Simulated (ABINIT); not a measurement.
# AlSbSe3 (Pm-3m): zone-centre phonons, part 3 of 3

Which modes does AlSbSe3 (Pm-3m) have at the zone centre?

ABINIT 10.8.3; DFT LDA, scalar-relativistic, plane waves, HGH norm-conserving pseudopotentials.

So far. Step 5 (Ground state): The cell stands at -1.1 GPa: the relaxation ran with a smoothed and higher cutoff, and the difference is a stress of the finite basis. Step 6 (Linear response at Γ): The acoustic modes at Γ come out as far as 3.9 cm⁻¹ from zero, where they should vanish, a small numerical error. The lowest optical mode is imaginary, 112i cm⁻¹, an instability at this level and on this k mesh. The relaxed cell has a = 4.797 Å (conventional setting).

The structure was built from a prototype and need not be the compound's stable phase.

## (7) Zone-centre analysis

anaddb reads the merged derivatives and imposes the acoustic sum rule.

anaddb.abi

```
ddb_filepath "gamma_DDB"
output_file "anaddb.abo"
outdata_prefix "anaddb"
asr 1
chneut 1
enunit 2
eivec 1
nph1l 1
qph1l 0.0 0.0 0.0 1.0
```

mrgddb.in

```
gamma_DDB
merged
2
dfpt_gammao_DDB
gso_DDB
```

Started as:

```console
$ mrgddb < mrgddb.in > mrgddb.log
$ OMP_NUM_THREADS=1 anaddb anaddb.abi > anaddb.log
```

anaddb.abo, the main output file:

```text
-outvars_anaddb: echo values of input variables ----------------------

 Miscellaneous information :
      enunit         2
       eivec         1
         asr         1
 First list of wavevector (reduced coord.) :
       nph1l         1
       qph1l
                     0.00000000E+00  0.00000000E+00  0.00000000E+00    1.000E+00

================================================================================

 read the DDB information and perform some checks

  ==== Info on the Cryst% object ====
 Real(R)+Recip(G) space primitive vectors, cartesian coordinates (Bohr,Bohr^-1):
 R(1)=  9.0643545  0.0000000  0.0000000  G(1)=  0.1103223  0.0000000  0.0000000
 R(2)=  0.0000000  9.0643545  0.0000000  G(2)=  0.0000000  0.1103223  0.0000000
 R(3)=  0.0000000  0.0000000  9.0643545  G(3)=  0.0000000  0.0000000  0.1103223
 Unit cell volume ucvol=  7.4475023E+02 bohr^3
 Angles (23,13,12)=  9.00000000E+01  9.00000000E+01  9.00000000E+01 degrees
 Time-reversal symmetry is present
 Reduced atomic positions [iatom, xred, symbol]:
    1)    0.0000000  0.0000000  0.0000000  Sb
    2)    0.5000000  0.5000000  0.5000000  Al
    3)    0.5000000  0.5000000  0.0000000  Se
    4)    0.5000000  0.0000000  0.5000000  Se
    5)    0.0000000  0.5000000  0.5000000  Se

 DDB file with 3 blocks has been read.

================================================================================

 Treat the first list of vectors

  Phonon wavevector (reduced coordinates) :  0.00000  0.00000  0.00000
 Phonon energies in Hartree :
  -5.120166E-04 -5.120166E-04 -5.120166E-04 -3.187657E-04 -3.187657E-04
  -3.187657E-04 -1.683699E-08 -1.670068E-08 -1.628493E-08  2.242515E-04
   2.242515E-04  2.242515E-04  1.593441E-03  1.593441E-03  1.593441E-03
 Phonon energies in meV     :
- -1.393268E+01 -1.393268E+01 -1.393268E+01 -8.674055E+00 -8.674055E+00
- -8.674055E+00 -4.581577E-04 -4.544485E-04 -4.431355E-04  6.102194E+00
-  6.102194E+00  6.102194E+00  4.335974E+01  4.335974E+01  4.335974E+01
 Phonon frequencies in cm-1    :
- -1.123747E+02 -1.123747E+02 -1.123747E+02 -6.996097E+01 -6.996097E+01
- -6.996097E+01 -3.695291E-03 -3.665375E-03 -3.574128E-03  4.921751E+01
-  4.921751E+01  4.921751E+01  3.497199E+02  3.497199E+02  3.497199E+02
 Phonon frequencies in Thz     :
- -3.368908E+00 -3.368908E+00 -3.368908E+00 -2.097377E+00 -2.097377E+00
- -2.097377E+00 -1.107820E-04 -1.098852E-04 -1.071497E-04  1.475504E+00
-  1.475504E+00  1.475504E+00  1.048434E+01  1.048434E+01  1.048434E+01
 Phonon energies in Kelvin  :
- -1.616821E+02 -1.616821E+02 -1.616821E+02 -1.006582E+02 -1.006582E+02
- -1.006582E+02 -5.316699E-03 -5.273656E-03 -5.142373E-03  7.081302E+01
-  7.081302E+01  7.081302E+01  5.031689E+02  5.031689E+02  5.031689E+02

 Eigendisplacements
 (will be given, for each mode : in cartesian coordinates
   for each atom the real part of the displacement vector,
   then the imaginary part of the displacement vector - absolute values smaller than 1.0d-7 are set to zero)
  Mode number    1   Energy   -5.120166E-04
 Attention : low frequency mode.
   (Could be unstable or acoustic mode)
-  1  0.00000000E+00  0.00000000E+00  1.55297436E-03
-     0.00000000E+00  0.00000000E+00  0.00000000E+00
-  2  0.00000000E+00  0.00000000E+00  4.26459278E-04
-     0.00000000E+00  0.00000000E+00  0.00000000E+00
-  3  0.00000000E+00  0.00000000E+00 -2.39664170E-05
-     0.00000000E+00  0.00000000E+00  0.00000000E+00
-  4  0.00000000E+00  0.00000000E+00 -1.25818547E-03
-     0.00000000E+00  0.00000000E+00  0.00000000E+00
-  5  0.00000000E+00  0.00000000E+00 -1.25818547E-03
-     0.00000000E+00  0.00000000E+00  0.00000000E+00
  Mode number    2   Energy   -5.120166E-04
 Attention : low frequency mode.
   (Could be unstable or acoustic mode)
-  1  0.00000000E+00 -1.55297436E-03  0.00000000E+00
-     0.00000000E+00  0.00000000E+00  0.00000000E+00
-  2  0.00000000E+00 -4.26459278E-04  0.00000000E+00
-     0.00000000E+00  0.00000000E+00  0.00000000E+00
-  3  0.00000000E+00  1.25818547E-03  0.00000000E+00
-     0.00000000E+00  0.00000000E+00  0.00000000E+00
-  4  0.00000000E+00  2.39664170E-05  0.00000000E+00
-     0.00000000E+00  0.00000000E+00  0.00000000E+00
-  5  0.00000000E+00  1.25818547E-03  0.00000000E+00
-     0.00000000E+00  0.00000000E+00  0.00000000E+00
  Mode number    3   Energy   -5.120166E-04
 Attention : low frequency mode.
   (Could be unstable or acoustic mode)
-  1  1.55297436E-03  0.00000000E+00  0.00000000E+00
-     0.00000000E+00  0.00000000E+00  0.00000000E+00
-  2  4.26459278E-04  0.00000000E+00  0.00000000E+00
-     0.00000000E+00  0.00000000E+00  0.00000000E+00
-  3 -1.25818547E-03  0.00000000E+00  0.00000000E+00
-     0.00000000E+00  0.00000000E+00  0.00000000E+00
-  4 -1.25818547E-03  0.00000000E+00  0.00000000E+00
-     0.00000000E+00  0.00000000E+00  0.00000000E+00
-  5 -2.39664170E-05  0.00000000E+00  0.00000000E+00
-     0.00000000E+00  0.00000000E+00  0.00000000E+00
  Mode number    4   Energy   -3.187657E-04
 Attention : low frequency mode.
   (Could be unstable or acoustic mode)
-  1  0.00000000E+00  0.00000000E+00  0.00000000E+00
-     0.00000000E+00  0.00000000E+00  0.00000000E+00
-  2  0.00000000E+00  0.00000000E+00  0.00000000E+00
-     0.00000000E+00  0.00000000E+00  0.00000000E+00
-  3  0.00000000E+00  0.00000000E+00  0.00000000E+00
-     0.00000000E+00  0.00000000E+00  0.00000000E+00
-  4  0.00000000E+00  0.00000000E+00 -1.86380890E-03
-     0.00000000E+00  0.00000000E+00  0.00000000E+00
-  5  0.00000000E+00  0.00000000E+00  1.86380890E-03
-     0.00000000E+00  0.00000000E+00  0.00000000E+00
  Mode number    5   Energy   -3.187657E-04
 Attention : low frequency mode.
   (Could be unstable or acoustic mode)
-  1  0.00000000E+00  0.00000000E+00  0.00000000E+00
-     0.00000000E+00  0.00000000E+00  0.00000000E+00
-  2  0.00000000E+00  0.00000000E+00  0.00000000E+00
-     0.00000000E+00  0.00000000E+00  0.00000000E+00
-  3  0.00000000E+00 -1.86380890E-03  0.00000000E+00
-     0.00000000E+00  0.00000000E+00  0.00000000E+00
-  4  0.00000000E+00  0.00000000E+00  0.00000000E+00
-     0.00000000E+00  0.00000000E+00  0.00000000E+00
-  5  0.00000000E+00  1.86380890E-03  0.00000000E+00
-     0.00000000E+00  0.00000000E+00  0.00000000E+00
  Mode number    6   Energy   -3.187657E-04
 Attention : low frequency mode.
   (Could be unstable or acoustic mode)
-  1  0.00000000E+00  0.00000000E+00  0.00000000E+00
-     0.00000000E+00  0.00000000E+00  0.00000000E+00
-  2  0.00000000E+00  0.00000000E+00  0.00000000E+00
-     0.00000000E+00  0.00000000E+00  0.00000000E+00
-  3  1.86380890E-03  0.00000000E+00  0.00000000E+00
-     0.00000000E+00  0.00000000E+00  0.00000000E+00
-  4 -1.86380890E-03  0.00000000E+00  0.00000000E+00
-     0.00000000E+00  0.00000000E+00  0.00000000E+00
-  5  0.00000000E+00  0.00000000E+00  0.00000000E+00
-     0.00000000E+00  0.00000000E+00  0.00000000E+00
  Mode number    7   Energy   -1.683699E-08
 Attention : low frequency mode.
   (Could be unstable or acoustic mode)
-  1  0.00000000E+00  0.00000000E+00 -1.19266811E-03
-     0.00000000E+00  0.00000000E+00  0.00000000E+00
-  2  0.00000000E+00  0.00000000E+00 -1.19292871E-03
-     0.00000000E+00  0.00000000E+00  0.00000000E+00
-  3  0.00000000E+00  0.00000000E+00 -1.19286030E-03
-     0.00000000E+00  0.00000000E+00  0.00000000E+00
-  4  0.00000000E+00  0.00000000E+00 -1.19268603E-03
-     0.00000000E+00  0.00000000E+00  0.00000000E+00
-  5  0.00000000E+00  0.00000000E+00 -1.19268603E-03
-     0.00000000E+00  0.00000000E+00  0.00000000E+00
  Mode number    8   Energy   -1.670068E-08
 Attention : low frequency mode.
   (Could be unstable or acoustic mode)
-  1  0.00000000E+00 -1.19266811E-03  0.00000000E+00
-     0.00000000E+00  0.00000000E+00  0.00000000E+00
-  2  0.00000000E+00 -1.19292871E-03  0.00000000E+00
-     0.00000000E+00  0.00000000E+00  0.00000000E+00
-  3  0.00000000E+00 -1.19268603E-03  0.00000000E+00
-     0.00000000E+00  0.00000000E+00  0.00000000E+00
-  4  0.00000000E+00 -1.19286030E-03  0.00000000E+00
-     0.00000000E+00  0.00000000E+00  0.00000000E+00
-  5  0.00000000E+00 -1.19268603E-03  0.00000000E+00
-     0.00000000E+00  0.00000000E+00  0.00000000E+00
  Mode number    9   Energy   -1.628493E-08
 Attention : low frequency mode.
   (Could be unstable or acoustic mode)
-  1  1.19266811E-03  0.00000000E+00  0.00000000E+00
-     0.00000000E+00  0.00000000E+00  0.00000000E+00
-  2  1.19292871E-03  0.00000000E+00  0.00000000E+00
-     0.00000000E+00  0.00000000E+00  0.00000000E+00
-  3  1.19268603E-03  0.00000000E+00  0.00000000E+00
-     0.00000000E+00  0.00000000E+00  0.00000000E+00
-  4  1.19268603E-03  0.00000000E+00  0.00000000E+00
-     0.00000000E+00  0.00000000E+00  0.00000000E+00
-  5  1.19286030E-03  0.00000000E+00  0.00000000E+00
-     0.00000000E+00  0.00000000E+00  0.00000000E+00
  Mode number   10   Energy    2.242515E-04
-  1  0.00000000E+00  0.00000000E+00 -8.19443959E-04
-     0.00000000E+00  0.00000000E+00  0.00000000E+00
-  2  0.00000000E+00  0.00000000E+00  2.53610838E-03
-     0.00000000E+00  0.00000000E+00  0.00000000E+00
-  3  0.00000000E+00  0.00000000E+00  1.69462305E-03
-     0.00000000E+00  0.00000000E+00  0.00000000E+00
-  4  0.00000000E+00  0.00000000E+00 -6.49067609E-04
-     0.00000000E+00  0.00000000E+00  0.00000000E+00
-  5  0.00000000E+00  0.00000000E+00 -6.49067609E-04
-     0.00000000E+00  0.00000000E+00  0.00000000E+00
  Mode number   11   Energy    2.242515E-04
-  1  0.00000000E+00  8.19443959E-04  0.00000000E+00
-     0.00000000E+00  0.00000000E+00  0.00000000E+00
-  2  0.00000000E+00 -2.53610838E-03  0.00000000E+00
-     0.00000000E+00  0.00000000E+00  0.00000000E+00
-  3  0.00000000E+00  6.49067609E-04  0.00000000E+00
-     0.00000000E+00  0.00000000E+00  0.00000000E+00
-  4  0.00000000E+00 -1.69462305E-03  0.00000000E+00
-     0.00000000E+00  0.00000000E+00  0.00000000E+00
-  5  0.00000000E+00  6.49067609E-04  0.00000000E+00
-     0.00000000E+00  0.00000000E+00  0.00000000E+00
  Mode number   12   Energy    2.242515E-04
-  1  8.19443959E-04  0.00000000E+00  0.00000000E+00
-     0.00000000E+00  0.00000000E+00  0.00000000E+00
-  2 -2.53610838E-03  0.00000000E+00  0.00000000E+00
-     0.00000000E+00  0.00000000E+00  0.00000000E+00
-  3  6.49067609E-04  0.00000000E+00  0.00000000E+00
-     0.00000000E+00  0.00000000E+00  0.00000000E+00
-  4  6.49067609E-04  0.00000000E+00  0.00000000E+00
-     0.00000000E+00  0.00000000E+00  0.00000000E+00
-  5 -1.69462305E-03  0.00000000E+00  0.00000000E+00
-     0.00000000E+00  0.00000000E+00  0.00000000E+00
  Mode number   13   Energy    1.593441E-03
-  1  0.00000000E+00  0.00000000E+00  1.95346968E-06
-     0.00000000E+00  0.00000000E+00  0.00000000E+00
-  2  0.00000000E+00  0.00000000E+00 -3.50640612E-03
-     0.00000000E+00  0.00000000E+00  0.00000000E+00
-  3  0.00000000E+00  0.00000000E+00  1.62859752E-03
-     0.00000000E+00  0.00000000E+00  0.00000000E+00
-  4  0.00000000E+00  0.00000000E+00 -2.16712280E-04
-     0.00000000E+00  0.00000000E+00  0.00000000E+00
-  5  0.00000000E+00  0.00000000E+00 -2.16712280E-04
-     0.00000000E+00  0.00000000E+00  0.00000000E+00
  Mode number   14   Energy    1.593441E-03
-  1  0.00000000E+00  1.95346968E-06  0.00000000E+00
-     0.00000000E+00  0.00000000E+00  0.00000000E+00
-  2  0.00000000E+00 -3.50640612E-03  0.00000000E+00
-     0.00000000E+00  0.00000000E+00  0.00000000E+00
-  3  0.00000000E+00 -2.16712280E-04  0.00000000E+00
-     0.00000000E+00  0.00000000E+00  0.00000000E+00
-  4  0.00000000E+00  1.62859752E-03  0.00000000E+00
-     0.00000000E+00  0.00000000E+00  0.00000000E+00
-  5  0.00000000E+00 -2.16712280E-04  0.00000000E+00
-     0.00000000E+00  0.00000000E+00  0.00000000E+00
  Mode number   15   Energy    1.593441E-03
-  1  1.95346968E-06  0.00000000E+00  0.00000000E+00
-     0.00000000E+00  0.00000000E+00  0.00000000E+00
-  2 -3.50640612E-03  0.00000000E+00  0.00000000E+00
-     0.00000000E+00  0.00000000E+00  0.00000000E+00
-  3 -2.16712280E-04  0.00000000E+00  0.00000000E+00
-     0.00000000E+00  0.00000000E+00  0.00000000E+00
-  4 -2.16712280E-04  0.00000000E+00  0.00000000E+00
-     0.00000000E+00  0.00000000E+00  0.00000000E+00
-  5  1.62859752E-03  0.00000000E+00  0.00000000E+00
-     0.00000000E+00  0.00000000E+00  0.00000000E+00

 Analysis of degeneracies and characters (maximum tolerance=1.00E-06 a.u.)
 For each vibration mode, or group of modes if degenerate,
 the characters are given for each symmetry operation (see the list in the log file).
 Symmetry characters of vibration mode #   1
       degenerate with vibration modes #   2 to    3
  3.0 -3.0 -1.0  1.0 -1.0  1.0 -1.0  1.0  1.0 -1.0 -1.0  1.0  1.0 -1.0 -1.0  1.0
 -0.0  0.0 -0.0  0.0  0.0 -0.0  0.0 -0.0  1.0 -1.0 -1.0  1.0 -1.0  1.0  1.0 -1.0
 -0.0  0.0  0.0 -0.0  0.0 -0.0 -0.0  0.0  1.0 -1.0  1.0 -1.0 -1.0  1.0 -1.0  1.0
 Symmetry characters of vibration mode #   4
       degenerate with vibration modes #   5 to    6
  3.0 -3.0 -1.0  1.0 -1.0  1.0 -1.0  1.0 -1.0  1.0  1.0 -1.0 -1.0  1.0  1.0 -1.0
 -0.0  0.0 -0.0  0.0  0.0 -0.0  0.0 -0.0 -1.0  1.0  1.0 -1.0  1.0 -1.0 -1.0  1.0
 -0.0  0.0  0.0 -0.0  0.0 -0.0 -0.0  0.0 -1.0  1.0 -1.0  1.0  1.0 -1.0  1.0 -1.0
 Symmetry characters of vibration mode #   7
       degenerate with vibration modes #   8 to    9
  3.0 -3.0 -1.0  1.0 -1.0  1.0 -1.0  1.0  1.0 -1.0 -1.0  1.0  1.0 -1.0 -1.0  1.0
  0.0 -0.0 -0.0  0.0  0.0 -0.0 -0.0  0.0  1.0 -1.0 -1.0  1.0 -1.0  1.0  1.0 -1.0
  0.0 -0.0  0.0 -0.0 -0.0  0.0 -0.0  0.0  1.0 -1.0  1.0 -1.0 -1.0  1.0 -1.0  1.0
 Symmetry characters of vibration mode #  10
       degenerate with vibration modes #  11 to   12
  3.0 -3.0 -1.0  1.0 -1.0  1.0 -1.0  1.0  1.0 -1.0 -1.0  1.0  1.0 -1.0 -1.0  1.0
  0.0 -0.0 -0.0  0.0  0.0 -0.0 -0.0  0.0  1.0 -1.0 -1.0  1.0 -1.0  1.0  1.0 -1.0
  0.0 -0.0  0.0 -0.0 -0.0  0.0 -0.0  0.0  1.0 -1.0  1.0 -1.0 -1.0  1.0 -1.0  1.0
 Symmetry characters of vibration mode #  13
       degenerate with vibration modes #  14 to   15
  3.0 -3.0 -1.0  1.0 -1.0  1.0 -1.0  1.0  1.0 -1.0 -1.0  1.0  1.0 -1.0 -1.0  1.0
  0.0 -0.0 -0.0  0.0  0.0 -0.0  0.0 -0.0  1.0 -1.0 -1.0  1.0 -1.0  1.0  1.0 -1.0
  0.0 -0.0  0.0 -0.0  0.0 -0.0 -0.0  0.0  1.0 -1.0  1.0 -1.0 -1.0  1.0 -1.0  1.0
-
```

Run time: 0.52 s. Hardware: 1 thread of Arm Neoverse V1, shared host.

This step gave:

```yaml
lowest_optical_zone_centre_mode: -112.4 cm⁻¹
```

No LO-TO term; unit eigenvectors of the mass-weighted matrix, from anaddb's displacements. Modes at Γ, with each element's share of the kinetic energy (negative means imaginary):

```
mode  frequency (cm⁻¹)  symmetry  Sb %  Al %  Se %
   1            -112.4       T1u    54     1    46
   2            -112.4       T1u    54     1    46
   3            -112.4       T1u    54     1    46
   4             -70.0       T2u     0     0   100
   5             -70.0       T2u     0     0   100
   6             -70.0       T2u     0     0   100
   7               0.0  acoustic    32     7    61
   8               0.0  acoustic    32     7    61
   9               0.0  acoustic    32     7    61
  10              49.2       T1u    15    32    53
  11              49.2       T1u    15    32    53
  12              49.2       T1u    15    32    53
  13             349.7       T1u     0    60    40
  14             349.7       T1u     0    60    40
  15             349.7       T1u     0    60    40
```

Displacements in mode 1 (-112.4 cm⁻¹), the largest set to 1:
```
Sb1  0.00  0.00  1.00
Al2  0.00  0.00  0.27
Se3  0.00  0.00 -0.02
Se4  0.00  0.00 -0.81
Se5  0.00  0.00 -0.81
```

Displacements in mode 4 (-70.0 cm⁻¹), the largest set to 1:
```
Sb1  0.00  0.00  0.00
Al2  0.00  0.00  0.00
Se3  0.00  0.00  0.00
Se4  0.00  0.00 -1.00
Se5  0.00  0.00  1.00
```

The rule moves no optical mode by more than 0.2 cm⁻¹.

## (8) What came out

```json
{
  "space group after relaxation": "Pm-3m",
  "volume per atom": "22.1 Å³",
  "highest optical zone-centre mode (no LO-TO term)": "349.7 cm⁻¹",
  "lowest optical zone-centre mode": "-112.4 cm⁻¹",
  "imaginary optical modes at the zone centre (no q mesh in this session)": "yes"
}
```

**Reading.** At the LDA level the optical modes of AlSbSe3 (Pm-3m) at the zone centre run from 112i to 350 cm⁻¹, so the structure is a saddle point, with 6 modes beyond 10i cm⁻¹ there. The base run prints -1.1 GPa, mostly the error of a finite basis; the relaxation, with a smoothed and higher cutoff, had brought the cell to rest. These are harmonic frequencies: anharmonic shifts and widths and the lattice's thermal expansion are left out. The Fermi-Dirac smearing of 0.01 Ha is an electronic temperature of 3158 K, which adds a pressure of its own and can shift the volume and soft modes. Spin-orbit coupling is left out, which can matter for the heavy elements here. The HGH files keep few electrons and have no core correction, which is cheap but rough for Sb. In a metal the frequencies hang on the k mesh and the smearing, most of all near Kohn anomalies. The structure is a hypothetical one, built on a prototype.

[Host names and launcher messages were left out of these logs when they were recorded.]

[Logs are printed without paths, hosts, clocks, repeated set-up lines and the standing remarks that a program may print on its own settings, such as how far it seeks lower states.]

[Hosts, paths, dates, database ids (printed as entryN), source tags and the programs' standing remarks are cut or masked in the printed files.]
